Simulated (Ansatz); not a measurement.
# KSrH3 (model cell, started as cubic perovskite with Sr in the octahedra): phonons and vibrational spectra, part 2 of 2

Task: relax KSrH3 (model cell, started as cubic perovskite with Sr in the octahedra), then find its harmonic phonons.

Ansatz 0.2.0; DFT PBEsol, scalar-relativistic, plane waves, PAW; PAW set soft_1.

So far. Step 4 (Relaxing to small forces for the phonons): The forces vanish by symmetry and the pressure is -0.006 GPa, within the tolerances set. The cell now holds 21.05 Å³/atom. The relaxed cell has a = 4.721 Å (conventional setting).

The structure was built from a prototype and need not be the compound's stable phase.

## 5. Zone-centre response

The zone centre comes first: it holds the modes that light can see, as far as symmetry allows. The response to a homogeneous field gives the Born charges and the dielectric tensor.

input.yaml reads:

```yaml
crystal:
  lattice:
    - [4.7212170871, 0.0, 0.0]
    - [0.0, 4.7212170871, 0.0]
    - [0.0, 0.0, 4.7212170871]
  atoms:
    - { symbol: K, position: [0.0, 0.0, 0.0] }
    - { symbol: Sr, position: [0.5, 0.5, 0.5] }
    - { symbol: H, position: [0.5, 0.5, 0.0] }
    - { symbol: H, position: [0.5, 0.0, 0.5] }
    - { symbol: H, position: [0.0, 0.5, 0.5] }
kpoints:
  mp_grid: { grid: [4, 4, 4] }
hamiltonian:
  xc: pbesol
  pseudopotentials: { kind: paw, azcp: { folder: soft_1 }, xc_functional: pbe }
scf:
  occupations: { method: fixed }
output:
  eigenvalues: true
phonons:
  method: dfpt
  dielectric: true
  rigid_motions: translations
```

Started as:

```bash
$ ansatz run input.yaml --threads 4 --pin off --max-ram 16384MiB --backend cpu --events-out ev --progress --plain --runs-dir out
```

Numbers of over 12 decimals in the logs are rounded to 6 here.

Log:

```text
[...]
Crystal: 5 atoms, lattice volume = 105.235 Å³
Basis set: ecut = 420 eV, 2103 PW (Γ), exchange–correlation on 64×64×64 points (8 copies of the dense FFT grid, shifted against one another)
Bands: 16, of which v1, the nominal top of the filled ones, is band 11 counted from 1 (10 counted from 0)
Symmetry: 48 space group operations
k-points: 30 of 64 (irreducible under 2 space group operations, time reversal used)
[...]
SCF iter   1: F=—  HF=-5057.807011 eV  |F-HF|=—  |Δ(HF+E_count)|=         —  Δρ=4.70e-2  dr2=3.20e0  ethr=3.10e-3  ⟨swp⟩=5.9  Hψ=2518  notcnv=0  defer=44
[...]
SCF iter   9: F=-5056.700584 eV  HF=-5056.700584 eV  |F-HF|=1.82e-12  |Δ(HF+E_count)|=  2.78e-10  Δρ=6.63e-8  dr2=4.52e-12  ethr=1.00e-12  ⟨swp⟩=15.9  Hψ=4247  notcnv=0
SCF 1 converged in 9 iterations: F = -5056.700584 eV  dr2 = 4.52e-12
[...]
DFPT response loops at Γ: preconditioner auto → none (the input reference at scf.mixing.eps_inf says where Resta's filter doesn't serve); β = 0.50; Broyden in place of MSR1
── the response to a field inside a basis, on 4×4×4 k-points: an SCF that follows is theirs, and a resumed run solves both again ──
Bands: 12, of which v1, the nominal top of the filled ones, is band 11 counted from 1 (10 counted from 0)
k-points: 4 of 64
[...]
Eigensolver: Dense (4 Hₖ)
SCF iter   1: F=—  HF=-5056.698870 eV  |F-HF|=—  |Δ(HF+E_count)|=         —  Δρ=1.45e-4  dr2=8.11e-6  ethr=1.00e-1
[...]
SCF iter   3: F=-5056.698874 eV  HF=-5056.698874 eV  |F-HF|=8.53e-9  |Δ(HF+E_count)|=   1.10e-6  Δρ=5.64e-6  dr2=3.66e-8  ethr=8.95e-9
SCF 1 converged in 3 iterations: F = -5056.698874 eV  dr2 = 3.66e-8
[...]
SCF converged after 9 iterations
Free energy (F): -5056.700584 eV
[...]
Internal energy: -5056.700584 eV  (E = F + TS)
E sigma→0 (E₀):  -5056.700584 eV
Fermi energy:    1.761709 eV
[...]
--- Band table (eV; the first three rows and the last of 30) ---
  k-point 0: bands = [... 7 lower, -11.1509, -0.9675, 1.0192, 1.0192, 8.0876, 8.0876, 8.0876, 8.5434, ... 1 higher]
  k-point 1: bands = [... 7 lower, -11.1513, -0.5702, 1.1063, 1.1643, 7.0747, 7.5041, 7.5041, 7.8796, ... 1 higher]
  k-point 2: bands = [... 7 lower, -11.1517, -0.0571, 1.1933, 1.1997, 6.9701, 7.1325, 7.1325, 7.2774, ... 1 higher]
  k-point 29: bands = [... 7 lower, -11.1834, 1.7617, 1.7617, 1.7617, 5.2404, 5.2404, 5.2404, 7.7093, ... 1 higher]
--- Phonons (Γ-DFPT): 4 representative perturbations + reference, on 30 of 64 k-points (Σ response iterations 13) ---
  k mesh reduced under 2 symmetry operations, with k and −k counted as one. Each operation leaves every solved perturbation unchanged. A smaller set is not considered because the run solves the response to a homogeneous field
  ASR residual: 2.018e-4 → 0.000e0 eV/Å²; symmetrization residual: 2.971e-7 eV/Å²
  ASR residual per site (eV/Å²): 5.73e-5 2.02e-4 2.06e-5 2.06e-5 2.06e-5
  Γ frequencies (cm⁻¹): -178.36 -178.36 -178.36 -116.24 -116.24 -116.24 0.00 0.00 0.00 218.03 218.03 218.03 1148.75 1148.75 1148.75
  ε∞ (high-frequency dielectric tensor):
        3.149241    -0.000000     0.000000
       -0.000000     3.149241     0.000000
        0.000000     0.000000     3.149241
  softest optical mode at Γ: -178.36 cm⁻¹; the repairs (sum rule, projections) moved no ω² at Γ by more than (2.60 cm⁻¹)²
  Born effective charges Z* (e; rows j = field, columns β = displacement):
    site 0:
         1.18748   -0.00000    0.00000
         0.00000    1.18748    0.00000
         0.00000    0.00000    1.18748
    site 1:
         1.72314    0.00000   -0.00000
        -0.00000    1.72314    0.00000
         0.00000    0.00000    1.72314
    site 2:
        -0.91111   -0.00000    0.00000
         0.00000   -0.91111    0.00000
         0.00000    0.00000   -1.08839
    site 3:
        -0.91111   -0.00000    0.00000
         0.00000   -1.08839    0.00000
         0.00000    0.00000   -0.91111
    site 4:
        -1.08839   -0.00000    0.00000
         0.00000   -0.91111    0.00000
         0.00000    0.00000   -0.91111
  Z* charge neutrality: 3.437e-3 e pre-enforcement
  solved inside a basis spanned on kpoints, on 4×4×4 k-points, its susceptibility summed on 8×8×8: ε∞ is read to err by 7.7e-3, Z* by 1.2e-2 e (field_mesh: kpoints solves on kpoints); Z* is corrected for what the basis lacks
  optical modes at Γ without the LO–TO term, one row a degenerate level:
      ω (cm⁻¹)  modes    IR ((D/Å)²/amu)
       -178.36      3             0.0000
       -116.24      3            52.6712
        218.03      3            74.8574
       1148.75      3            72.6485
  optical modes at Γ + LO–TO along q̂ = [1.0000, 0.0000, 0.0000]:
      ω (cm⁻¹)  modes    IR ((D/Å)²/amu)
       -178.36      3             0.0000
       -116.24      2            35.1141
         90.60      1             0.4524
        218.03      2            49.9050
        514.08      1            30.9366
       1148.75      2            48.4323
       1229.06      1            35.3367
  optical modes at Γ + LO–TO along q̂ = [0.0000, 1.0000, 0.0000]:
      ω (cm⁻¹)  modes    IR ((D/Å)²/amu)
       -178.36      3             0.0000
       -116.24      2            35.1141
         90.60      1             0.4524
        218.03      2            49.9050
        514.08      1            30.9366
       1148.75      2            48.4323
       1229.06      1            35.3367
  optical modes at Γ + LO–TO along q̂ = [0.0000, 0.0000, 1.0000]:
      ω (cm⁻¹)  modes    IR ((D/Å)²/amu)
       -178.36      3             0.0000
       -116.24      2            35.1141
         90.60      1             0.4524
        218.03      2            49.9050
        514.08      1            30.9366
       1148.75      2            48.4323
       1229.06      1            35.3367
```

The job ended after 12 s (4 threads of Arm Neoverse V1, shared host; peak memory 0.53 GiB).

This step gave:

| Item | Value |
| --- | --- |
| sum-rule residual before enforcement | 2.02e-4 eV/Å² |
| miss of the charge sum rule | 0.003437 e |
| estimated error of the dielectric tensor | 0.007736 |
| estimated error of the Born charges | 0.01212 e |
| point group | m-3m |
| highest optical mode at the zone centre (no LO-TO term) | 1149 cm⁻¹ |
| lowest optical zone-centre mode | -178.4 cm⁻¹ |
| mean high-frequency dielectric constant | 3.149 |
| largest Born charge (third of the trace) | 1.723 e |
| top of the zone-centre spectrum with the field | 1229 cm⁻¹ |

Without the LO-TO term. Patterns of degenerate modes are one choice out of their space. Modes at Γ, with each element's share of the kinetic energy (negative means imaginary):

```tsv
mode	frequency (cm⁻¹)	symmetry	K %	Sr %	H %
1	-178.4	T2u	0	0	100
2	-178.4	T2u	0	0	100
3	-178.4	T2u	0	0	100
4	-116.2	T1u	52	15	33
5	-116.2	T1u	52	15	33
6	-116.2	T1u	52	15	33
7	0.0	acoustic	30	68	2
8	0.0	acoustic	30	68	2
9	0.0	acoustic	30	68	2
10	218.0	T1u	18	17	65
11	218.0	T1u	18	17	65
12	218.0	T1u	18	17	65
13	1148.8	T1u	0	1	99
14	1148.8	T1u	0	1	99
15	1148.8	T1u	0	1	99
```

Displacements in mode 1 (-178.4 cm⁻¹), the largest set to 1:
```
K1   0.00  0.00  0.00
Sr2  0.00  0.00  0.00
H3   0.04  0.15  0.00
H4  -0.04  0.00 -1.00
H5   0.00 -0.15  1.00
```

Displacements in mode 4 (-116.2 cm⁻¹), the largest set to 1:
```
K1   0.28  0.10 -0.12
Sr2 -0.10 -0.03  0.04
H3  -1.00 -0.34  0.07
H4  -1.00 -0.05  0.43
H5  -0.16 -0.34  0.43
```

Optical modes at the zone centre, without and with the macroscopic field of the longitudinal modes; each column is sorted by frequency, so a row need not hold one and the same mode. Modes with and without the field, by row:

```tsv
rank among optical modes	no field (cm⁻¹)	q along (1, 0, 0) (cm⁻¹)
1	-178.4	-178.4
2	-178.4	-178.4
3	-178.4	-178.4
4	-116.2	-116.2
5	-116.2	-116.2
6	-116.2	90.6
7	218	218
8	218	218
9	218	514.1
10	1149	1149
11	1149	1149
12	1149	1229
```

Born charge (rows field, columns displacement) (e), principal values of the symmetric part by kind of site:

```tsv
atom	atoms with these values	low	middle	high	mean
K1	1	1.19	1.19	1.19	1.19
Sr2	1	1.72	1.72	1.72	1.72
H3	3	-1.09	-0.91	-0.91	-0.97
```

In full for Sr2:

```
1.72 0.00 0.00
0.00 1.72 0.00
0.00 0.00 1.72
```

High-frequency dielectric tensor:

```
3.15 0.00 0.00
0.00 3.15 0.00
0.00 0.00 3.15
```

Transverse modes; imaginary modes are left out. Infrared lines, with heights relative to the strongest:

```tsv
position (cm⁻¹)	label	relative intensity
218	T1u	100
1149	T1u	97
```

Before it was imposed, the acoustic sum rule was missed by 2.0e-4 eV/Å² and the charge sum rule by 0.0034 e. Small misses are needed for a sound result but don't prove that mesh and cutoff are converged. The lowest optical mode is imaginary, 178.4i cm⁻¹, so the energy falls along it.

## 6. Response at finite wavevector

Stability and thermal properties need the whole zone. Linear response on a 2×2×2 q mesh gives force constants as far as a supercell of that size would, and the tensors from the zone-centre run are typed in so that the long-range dipole term is interpolated apart.

input.yaml, the sections that differ from step 5:

```yaml
phonons:
  method: dfpt
  qmesh: [2, 2, 2]
  temperatures: { t_max: 1000, t_step: 50 }
  qpath:
    path:
      - [[0.0, 0.0, 0.0], [0.0, 0.5, 0.0], [0.5, 0.5, 0.0], [0.0, 0.0, 0.0], [0.5, 0.5, 0.5], [0.0, 0.5, 0.0]]
      - [[0.5, 0.5, 0.5], [0.5, 0.5, 0.0]]
    npoints: 10
  non_analytic_term:
    high_frequency_dielectric_tensor: [[3.1492, 0.0, 0.0], [0.0, 3.1492, 0.0], [0.0, 0.0, 3.1492]]
    born_effective_charges:
      - { species: K, tensor: [[1.1875, 0.0, 0.0], [0.0, 1.1875, 0.0], [0.0, 0.0, 1.1875]] }
      - { species: Sr, tensor: [[1.7231, 0.0, 0.0], [0.0, 1.7231, 0.0], [0.0, 0.0, 1.7231]] }
      - { species: H, tensor: [[-0.9111, 0.0, 0.0], [0.0, -0.9111, 0.0], [0.0, 0.0, -1.0884]] }
      - { species: H, tensor: [[-0.9111, 0.0, 0.0], [0.0, -1.0884, 0.0], [0.0, 0.0, -0.9111]] }
      - { species: H, tensor: [[-1.0884, 0.0, 0.0], [0.0, -0.9111, 0.0], [0.0, 0.0, -0.9111]] }
    source: "zone-centre run at this cell"
# crystal, kpoints, hamiltonian, scf, output: as in step 5
```

Log:

```text
[...]
Crystal: 5 atoms, lattice volume = 105.235 Å³
Basis set: ecut = 420 eV, 2103 PW (Γ), exchange–correlation on 64×64×64 points (8 copies of the dense FFT grid, shifted against one another)
Bands: 16, of which v1, the nominal top of the filled ones, is band 11 counted from 1 (10 counted from 0)
Symmetry: 48 space group operations
k-points: 10 of 64
[...]
SCF iter   1: F=—  HF=-5057.807194 eV  |F-HF|=—  |Δ(HF+E_count)|=         —  Δρ=4.70e-2  dr2=3.20e0  ethr=3.10e-3  ⟨swp⟩=6.1  Hψ=843  notcnv=0  defer=12
[...]
SCF iter   9: F=-5056.700584 eV  HF=-5056.700584 eV  |F-HF|=1.82e-12  |Δ(HF+E_count)|=  2.72e-10  Δρ=6.08e-8  dr2=3.84e-12  ethr=1.00e-12  ⟨swp⟩=15.8  Hψ=1411  notcnv=0
SCF 1 converged in 9 iterations: F = -5056.700584 eV  dr2 = 3.84e-12
[...]
NSCF: frozen V_eff on 10 k-points
[...]
DFPT response loops at q = (0, 0, 0) (fractional): preconditioner auto → none (the input reference at scf.mixing.eps_inf says where Resta's filter doesn't serve); β = 0.50; Broyden in place of MSR1
[...]
SCF converged after 9 iterations
Free energy (F): -5056.700584 eV
[...]
Internal energy: -5056.700584 eV  (E = F + TS)
E sigma→0 (E₀):  -5056.700584 eV
Fermi energy:    1.761709 eV
[...]
--- Band table (eV; the first three rows and the last of 10) ---
  k-point 0: bands = [... 7 lower, -11.1509, -0.9675, 1.0192, 1.0192, 8.0876, 8.0876, 8.0876, 8.5434, ... 1 higher]
  k-point 1: bands = [... 7 lower, -11.1513, -0.5702, 1.1063, 1.1643, 7.0747, 7.5041, 7.5041, 7.8796, ... 1 higher]
  k-point 2: bands = [... 7 lower, -11.1517, -0.0571, 1.1933, 1.1997, 6.9701, 7.1325, 7.1325, 7.2774, ... 1 higher]
  k-point 9: bands = [... 7 lower, -11.1834, 1.7617, 1.7617, 1.7617, 5.2404, 5.2404, 5.2404, 7.7093, ... 1 higher]
--- Phonons (Γ-DFPT): 4 representative perturbations + reference (Σ response iterations 14) ---
  ASR residual: 1.878e-4 → 0.000e0 eV/Å²; symmetrization residual: 3.652e-7 eV/Å²
  ASR residual per site (eV/Å²): 5.03e-5 1.88e-4 1.94e-5 1.94e-5 1.94e-5
[...]
--- Phonons (arbitrary-q DFPT): 4 irreducible q on the 2×2×2 mesh ---
  q = [0.0000, 0.0000, 0.0000] (star 1, of the zone-centre solve; hermiticity 1.29e-7, symmetrization 2.06e-13): -178.36 -178.36 -178.36 -116.24 -116.24 -116.24 -0.00 -0.00 -0.00 218.03 218.03 218.03 1148.75 1148.75 1148.75
  q = [0.0000, 0.0000, -0.5000] (star 3, 9 solved perturbations in 216 linear systems a pass and spin channel, the states on 27 of 64 k-point pairs; hermiticity 1.06e-7, symmetrization 2.22e-9): -109.31 -109.31 -55.65 -55.65 95.81 116.67 123.08 123.08 159.26 240.98 240.98 549.14 1147.81 1147.81 1264.10
[...]
sum rule: each row above includes the acoustic sum rule's correction from the zone centre's row sums; it moved no ω² by more than (2.29 cm⁻¹)²
  mesh force constants: q→R imaginary residual 8.07e-18; ASR residual 1.878e-4 → 0.000e0 eV/Å²; symmetrization residual 3.553e-15 eV/Å²
  interpolated dispersion: 63 rows × 15 modes
  density of states and harmonic sums: on the 14×14×14 q-mesh, interpolated from the force constants of a 2×2×2 supercell (with the dipole–dipole term of supplied tensors)
  largest difference from the sums on the solved wave vectors: F 4.00e-2 eV, S 6.19e-5 and C_V 3.22e-5 eV/K
  zero-point energy: 0.328098 eV/cell   skipped modes (ω ≤ 0): 564, of them read as no rigid motion or as one in doubt: 561 (4.667e0 modes/cell left out, lowest -353.77 cm⁻¹)   left out of the sums: 3.11e-1 of the cell's modes: C_V's classical limit lies that fraction below 3 k_B per atom; for a crystal, a wire or a layer, F and S can be off by more, and a phonons.interpolated_qmesh denser along its periods is the remedy for the sampling
```

The job ended after 28 s (4 threads; peak memory 0.52 GiB).

Numbers from this step:

* sum-rule residual before enforcement: 1.88e-4 eV/Å²
* lowest frequency on the path: -353.8 cm⁻¹
* highest frequency on the path or at a solved wavevector: 1303 cm⁻¹
* lowest mode on the q mesh (acoustic modes at Γ apart): -353.8 cm⁻¹

Frequencies (cm⁻¹) solved at each irreducible wavevector; negative means imaginary. Frequencies by wavevector, by row:

```tsv
q in reciprocal lattice units	star	mode 1	mode 2	mode 3	mode 4	mode 13	mode 14	mode 15
0 0 0	1	-178.4	-178.4	-178.4	-116.2	1149	1149	1149
0 0 -0.5	3	-109.3	-109.3	-55.6	-55.6	1148	1148	1264
0 -0.5 -0.5	3	-345.5	-96.9	-96.9	41.4	1147	1189	1287
-0.5 -0.5 -0.5	1	-353.8	-353.8	-353.8	-52	1189	1189	1303
```

Interpolated from a 2×2×2 q mesh, with the LO-TO term (at Γ the limit along the path; where Γ stands inside the path, tables give the limit on arrival). The phonon branches at the labelled points (cm⁻¹):

```tsv
point	branch 1	branch 2	branch 3	branch 4	branch 12	branch 13	branch 14	branch 15
Γ	-178	-178	-178	-116	514	1149	1149	1229
halfway	-130	-130	-80	-80	532	1148	1148	1246
X	-109	-109	-56	-56	549	1148	1148	1264
halfway	-266	-93	-70	-27	564	1147	1174	1271
M	-346	-97	-97	41	576	1147	1189	1287
halfway	-234	-100	-70	-44	549	1148	1168	1253
Γ	-178	-178	-178	-116	514	1149	1149	1229
halfway	-247	-215	-215	-42	546	1168	1168	1260
R	-354	-354	-354	-52	529	1189	1189	1303
halfway	-278	-251	-223	-47	553	1169	1177	1278
X	-109	-109	-56	-56	549	1148	1148	1264
jump to R	-354	-354	-354	-52	529	1189	1189	1303
halfway	-350	-267	-267	-48	552	1172	1189	1292
M	-346	-97	-97	41	576	1147	1189	1287
```

Tetrahedra on a 14×14×14 mesh, mean over bins of 20 cm-1. Interpolated from a 2×2×2 q mesh. The phonon density of states by wavenumber; read off at these points:

wavenumber (cm⁻¹), phonon density of states (1/cm⁻¹/cell) and a bar:
```
     -350     0.0030 ##
     -310     0.0077 #####
     -270     0.0079 #####
     -210     0.0086 ######
     -170     0.0107 #######
     -130     0.0158 ##########
      -90     0.0156 ##########
      -50     0.0450 #############################
      -30     0.0222 ##############
       10     0.0078 #####
       50     0.0174 ###########
       90     0.0339 ######################
      130     0.0369 ########################
      150     0.0232 ###############
      190     0.0076 #####
      230     0.0147 #########
      270     0.0067 ####
      330     0.0090 ######
      370     0.0073 #####
      410     0.0060 ####
      450     0.0048 ###
      510     0.0026 ##
      550     0.0321 #####################
      590     0.0000 
      630     0.0000 
      690     0.0000 
      730     0.0000 
      770     0.0000 
      810     0.0000 
      870     0.0000 
      910     0.0000 
      950     0.0000 
      990     0.0000 
     1050     0.0000 
     1090     0.0000 
     1130     0.0000 
     1150     0.0465 ##############################
     1170     0.0365 ########################
     1230     0.0024 ##
     1270     0.0244 ################
     1310     0.0002
```

The partial phonon density of states has structure finer than the step of the table below, so its rows give means over 50 cm⁻¹, whole bins alone (the curve runs from -360 to 1351 cm⁻¹). Peaks (cm⁻¹: height): H -242.0: 0.0110, -177.4: 0.0130, 231.6: 0.0103, 554.5: 0.0237, 1157.2: 0.0413, 1264.9: 0.0197; K -37.5: 0.0338, 59.4: 0.00937; Sr 124.0: 0.0284.

Phonopy on the run's constants, 13x13x13 mesh, Gaussian sigma 12.2 cm-1. Interpolated from a 2×2×2 q mesh. Table of partial phonon density of states by wavenumber; means over each step; values in 1/cm⁻¹/cell:

```tsv
wavenumber (cm⁻¹)	H	K	Sr
-300	0.00781	2.1e-5	2.3e-5
-250	0.00871	1.0e-4	8.6e-5
-200	0.00821	4.0e-4	2.2e-4
-150	0.00959	0.00178	8.9e-4
-100	0.00750	0.00914	0.00177
-50	0.00306	0.0237	0.00156
0	7.1e-4	0.00716	0.00116
50	0.00139	0.00832	0.00950
100	0.00366	0.00410	0.0255
150	0.00532	0.00145	0.0161
200	0.00595	0.00104	0.00142
250	0.00737	0.00103	6.6e-4
300	0.00650	6.4e-4	3.2e-4
350	0.00739	5.0e-4	2.1e-4
400	0.00591	2.6e-4	7.4e-5
450	0.00464	1.5e-4	2.5e-5
500	0.00420	7.8e-5	2.3e-5
550	0.0168	8.9e-5	1.9e-4
600	0.00170	6.4e-6	1.1e-5
650	0	0	0
700	0	0	0
750	0	0	0
800	0	0	0
850	0	0	0
900	0	0	0
950	0	0	0
1000	0	0	0
1050	0	0	0
1100	4.3e-4	0	3.3e-6
1150	0.0278	0	1.8e-4
1200	0.0120	0	3.1e-5
1250	0.0123	0	4.1e-5
1300	0.00716	0	1.0e-5
```

Symmetry leaves 4 wavevectors to solve. The lowest mode among them, the acoustic zeros apart, lies at q = (-0.5, -0.5, -0.5) and is imaginary, 353.8i cm⁻¹, so the energy falls along it.

## 7. Results

```yaml
space_group_after_relaxation_within_0p01_a: Pm-3m
volume_per_atom: 21.0 Å³
gap_on_the_k_mesh: 2.52 eV
highest_optical_mode_at_the_zone_centre_no_lo_to_term: 1149 cm⁻¹
top_of_the_zone_centre_spectrum_with_the_field: 1229 cm⁻¹
lowest_optical_zone_centre_mode: -178 cm⁻¹
mean_high_frequency_dielectric_constant: 3.15
largest_born_charge_third_of_the_trace: 1.72 e
lowest_mode_on_the_q_mesh_acoustic_modes_at_gamma_apart: -354 cm⁻¹
highest_frequency_on_the_path_or_at_a_solved_wavevector: 1303 cm⁻¹
imaginary_modes_on_the_2x2x2_q_mesh: yes
```

In words: Modes are clearly imaginary (beyond 10i cm⁻¹) at 4 of the 4 irreducible wavevectors, most at q = (-0.5, -0.5, -0.5) (353.8i cm⁻¹), so this structure is not a minimum of the energy. Without the field, the optical modes at Γ span -178 to 1149 cm⁻¹ (negative means imaginary). The highest mode in this list at Γ, 1148.8 cm⁻¹, is mostly motion of H (99 % of the kinetic energy). With the macroscopic field of the longitudinal modes the top of the zone-centre spectrum lies at 1229 cm⁻¹, against 1149 cm⁻¹ without it. Among the real modes, the strongest infrared line is at 218 cm⁻¹. The PAW files were made for PBE and serve the other functionals too. The starting cell was built on a prototype and not taken from a measurement, so the phase need not exist. These are harmonic frequencies at zero temperature: anharmonic shifts, linewidths and thermal expansion are left out.

[Logs are printed without paths, hosts, clocks, repeated set-up lines and the standing remarks that a program may print on its own settings, such as how far it seeks lower states.]

[Hosts, paths, dates, database ids (printed as entryN), source tags and the programs' standing remarks are cut or masked in the printed files.]
